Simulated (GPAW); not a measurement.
# InF3 (R-3c): G0W0 with GPAW, start to end, part 2 of 2

How does a plane-wave GW calculation on InF3 (R-3c) run from the first input to the gap?

GPAW 26.7.0; LDA and many-body steps on it, plane waves. Known limits of the many-body steps: not at the basis limit; no spin-orbit coupling.

So far. Step 3 (Bands along the symmetry lines): The gap is 4.001 eV, as in the run before at this level. Step 4 (Empty states on the mesh, 4×4×4 mesh, 146 bands): On this mesh the gap is 4.001 eV.

### Step 5. Screening and self-energy, 4×4×4 mesh, 136 bands, screening to 65 eV

G0W0 replaces the xc potential by the self-energy, built once from these orbitals. Only a window of levels is corrected, while the sums run over the empty bands that the input names.

This step: G0W0 on LDA, plane waves, PAW.

run.py reads:

```python
import json
import numpy as np
from gpaw.mpi import world
from gpaw.response.g0w0 import G0W0

gw = G0W0('full.gpw',
    filename='gw',
    kpts=[0, 11],
    bands=(32, 36),
    ecut=65,
    nbands=136,
    integrate_gamma='WS',
    ppa=True)
gw.calculate()
res = {mode: {k: v for k, v in r.items() if k != 'sigma_eskwn'}
       for mode, r in gw.all_results.items()}

if world.rank == 0:
    with open('result.json', 'w') as f:
        json.dump(res, f, default=lambda x: x.tolist())
```

On the command line:

```sh
$ mpirun -n 4 gpaw python run.py
```

Numbers of over 12 decimals in the logs are rounded to 6 here.

The log of the run:

```text
Using integrator: PointIntegrator
FrequencyGridDescriptor(from 0.000+0.000j to 0.000+27.211j eV, 2 points)
Nonperiodic BCs:  [False False False]
Using integrator: PointIntegrator
FrequencyGridDescriptor(from 0.000+0.000j to 0.000+27.211j eV, 2 points)
Nonperiodic BCs:  [False False False]
  ___  _ _ _
 |   || | | |
 | | || | | |
 |__ ||_____|
 |___|

BZ k-points: Symmetries present (total): 6

  [... matrices ...]
64 k-points: 4 x 4 x 4 Monkhorst-Pack grid + [1/8,1/8,1/8]
14 k-points in the irreducible part of the Brillouin zone
       k-points in crystal coordinates                weights
   0:     0.00000000    0.00000000    0.00000000          1/64
   1:     0.25000000    0.00000000   -0.25000000          6/64
   2:     0.25000000    0.00000000    0.00000000          6/64
   3:     0.25000000    0.25000000   -0.25000000          6/64
   4:     0.25000000    0.25000000    0.00000000          6/64
   5:     0.25000000    0.25000000    0.25000000          2/64
   6:     0.50000000    0.00000000    0.00000000          3/64
   7:     0.50000000    0.00000000    0.25000000          6/64
   8:     0.50000000    0.25000000   -0.25000000          6/64
   9:     0.50000000    0.25000000    0.00000000          6/64
          ...
  13:     0.50000000    0.50000000    0.50000000          1/64

Distributing spins, k-points and bands (1 x 2 x 4) over 4 processes
Number of blocks: 1

Quasi particle states:
k-points (IBZ indices): [0, 11]
Band range: (32, 36)
  [... matrices ...]
Computational parameters:
Plane wave cut-off: 65 eV
Number of bands: 136
Coulomb cutoff: None
Broadening: 0.1 eV

fxc modes: GW
Kernel: RPA
Using Godby-Needs plasmon-pole approximation:
  Fitting energy: i*E0, E0 = 1.000 Hartree
Summing all q:

Calculating screened Coulomb potential
No Coulomb truncation
FrequencyGridDescriptor(from 0.000+0.000j to 0.000+27.211j eV, 2 points)
Removing empty qpoint cache files...

Calculating chi0 body with:
    Ground state adapter containing:
    Number of spins: 1
    Number of kpoints: 64
    Number of irreducible kpoints: 14
    Number of completely occupied states: 34
    Number of partially occupied states: 34
    Occupied states memory: 22.243500 M / cpu

    Linear response parametrization:
    q_c: [0.0, 0.0, 0.0]
    Number of frequency points: 2
    Planewave cutoff: 65.0
    Number of bands: 136
    Number of planewaves: 139
    Broadening (eta): 1e-06
    comm.size: 4
    kncomm.size: 4
    blockcomm.size: 1

    Memory estimate of potentially large arrays:
        chi0_wGG: 0.589630 M / cpu
Integrating chi0 body.

Symmetries of q_c:
    Direct symmetries (Uq -> q): 6
    Indirect symmetries (TUq -> q): 0
In total 6 allowed symmetries.

  [... matrices ...]
14 groups of equivalent kpoints. 78.125% reduction.

Integral kind: response function
Integrating chi0 head and wings.

Symmetries of q_c:
    Direct symmetries (Uq -> q): 6
    Indirect symmetries (TUq -> q): 0
In total 6 allowed symmetries.

  [... matrices ...]
14 groups of equivalent kpoints. 78.125% reduction.

Integral kind: response function wings

Calculating chi0 body with:
    Ground state adapter containing:
    Number of spins: 1
    Number of kpoints: 64
    Number of irreducible kpoints: 14
    Number of completely occupied states: 34
    Number of partially occupied states: 34
    Occupied states memory: 22.243500 M / cpu

[... the further q-points ...]

Results:
f:      Occupation numbers
eps:     KS-eigenvalues [eV]
vxc:     KS vxc [eV]
exx:     Exact exchange [eV]
sigma:   Self-energies [eV]
dsigma:  Self-energy derivatives
Z:       Renormalization factors
qp:      QP-energies [eV]

k-point 0 (0): (0.000, 0.000, 0.000)                GW
band       f     eps     vxc     exx   sigma  dsigma       Z      qp
                                                                   GW
  32   1.000  -1.022 -24.799 -32.263   5.376  -0.253   0.798  -2.688
  33   1.000  -1.022 -24.799 -32.263   5.376  -0.253   0.798  -2.688
  34   0.000   3.014 -16.532 -11.641  -2.498  -0.149   0.870   5.096
  35   0.000   8.480 -22.189 -15.062  -3.014  -0.196   0.836  11.917

k-point 1 (11): (0.500, 0.500, 0.000)                GW
band       f     eps     vxc     exx   sigma  dsigma       Z      qp
                                                                   GW
  32   1.000  -1.099 -26.206 -32.908   4.906  -0.237   0.808  -2.550
  33   1.000  -0.987 -24.831 -32.313   5.393  -0.253   0.798  -2.654
  34   0.000   5.573 -20.209 -14.518  -2.508  -0.172   0.853   8.290
  35   0.000   7.135 -21.280 -14.818  -2.776  -0.183   0.845  10.251
```

Run time: 16 min. Hardware: 4 MPI ranks of Arm Neoverse N1, shared host; peak memory 2.9 GiB.

This step gave:

```
G0W0 gap on the points computed              : 7.646 eV
least direct G0W0 gap on the computed points : 7.785 eV
Z at the valence top                         : 0.8081
Z at the conduction bottom                   : 0.8701
starting gap on the mesh                     : 4.001 eV
k of the valence top                         : 0.5, 0.5, 0
k of the conduction bottom                   : 0, 0, 0
```

The gap on the mesh goes from 4.00 eV to 7.65 eV, a correction of +3.65 eV.

Limits: finite bands, cutoff and mesh; no spin-orbit coupling. v1 is the top filled band, c1 the lowest empty one. Levels before and after the correction, in eV, zero at the valence-band top of each column:

```csv
,conduction bottom,valence top
Kohn-Sham,4.00,0.00
G0W0,7.65,0.00
```

```csv
,level,energy (eV)
Kohn-Sham,Γ v2-v1,-0.035
Kohn-Sham,Γ c1,4.001
Kohn-Sham,Γ c2,9.467
Kohn-Sham,(0.5 0.5 0) v2,-0.112
Kohn-Sham,(0.5 0.5 0) v1,0.000
Kohn-Sham,(0.5 0.5 0) c1,6.560
Kohn-Sham,(0.5 0.5 0) c2,8.122
G0W0,Γ v2-v1,-0.138
G0W0,Γ c1,7.646
G0W0,Γ c2,14.467
G0W0,(0.5 0.5 0) v2,0.000
G0W0,(0.5 0.5 0) v1,-0.104
G0W0,(0.5 0.5 0) c1,10.840
G0W0,(0.5 0.5 0) c2,12.801
```

### Step 6. Where the time went

Times are wall times on 4 MPI ranks of Arm Neoverse N1, shared host, good to a factor of about two.

```csv
step,time,share,memory (GiB)
ground state,2.4 min,9 %,1.0
bands along the symmetry lines,2.7 min,11 %,1.2
empty states on the mesh,3.8 min,15 %,1.2
screening and self-energy,16 min,65 %,2.9
```

### Step 7. Summary of results

| Quantity | Value |
| --- | --- |
| LDA gap | 4.00 eV, indirect (only 35 meV under the direct gap) |
| G0W0 gap on the mesh | 7.65 eV |
| GW settings | 4×4×4 mesh, 136 bands, screening to 65 eV, Godby-Needs plasmon pole |
| known limits | not at the basis limit; no spin-orbit coupling |

What this shows: G0W0 moves the gap on the mesh from 4.00 eV to 7.65 eV (+3.65 eV), with Z of 0.81 and 0.87 at the edges. Only 2 of the mesh's irreducible points were corrected, so a valley elsewhere could overtake. The dearest step here is «screening and self-energy». Bands and cutoff are finite, so the gap is not at the basis limit. The miss can reach some tenths of an eV and take either sign; the mesh is an error of its own. These stock PAW sets were not made for GW. In the G0W0 run levels were corrected at 2 k points alone, so a gap called «on the mesh» is the least over those, and an edge elsewhere would be missed. The many-body steps are scalar-relativistic: spin-orbit coupling is not in them.

[Paths, hosts, dates, memory and timing lines, banners, echoed tables and standing remarks are left out of the program output.]

[Logs are printed without paths, hosts, clocks, repeated set-up lines and the standing remarks that a program may print on its own settings, such as how far it seeks lower states.]

[Runs of the session that timed out or met a known fault of the program may be left out.]

[Hosts, paths, dates, database ids (printed as entryN), source tags and the programs' standing remarks are cut or masked in the printed files.]
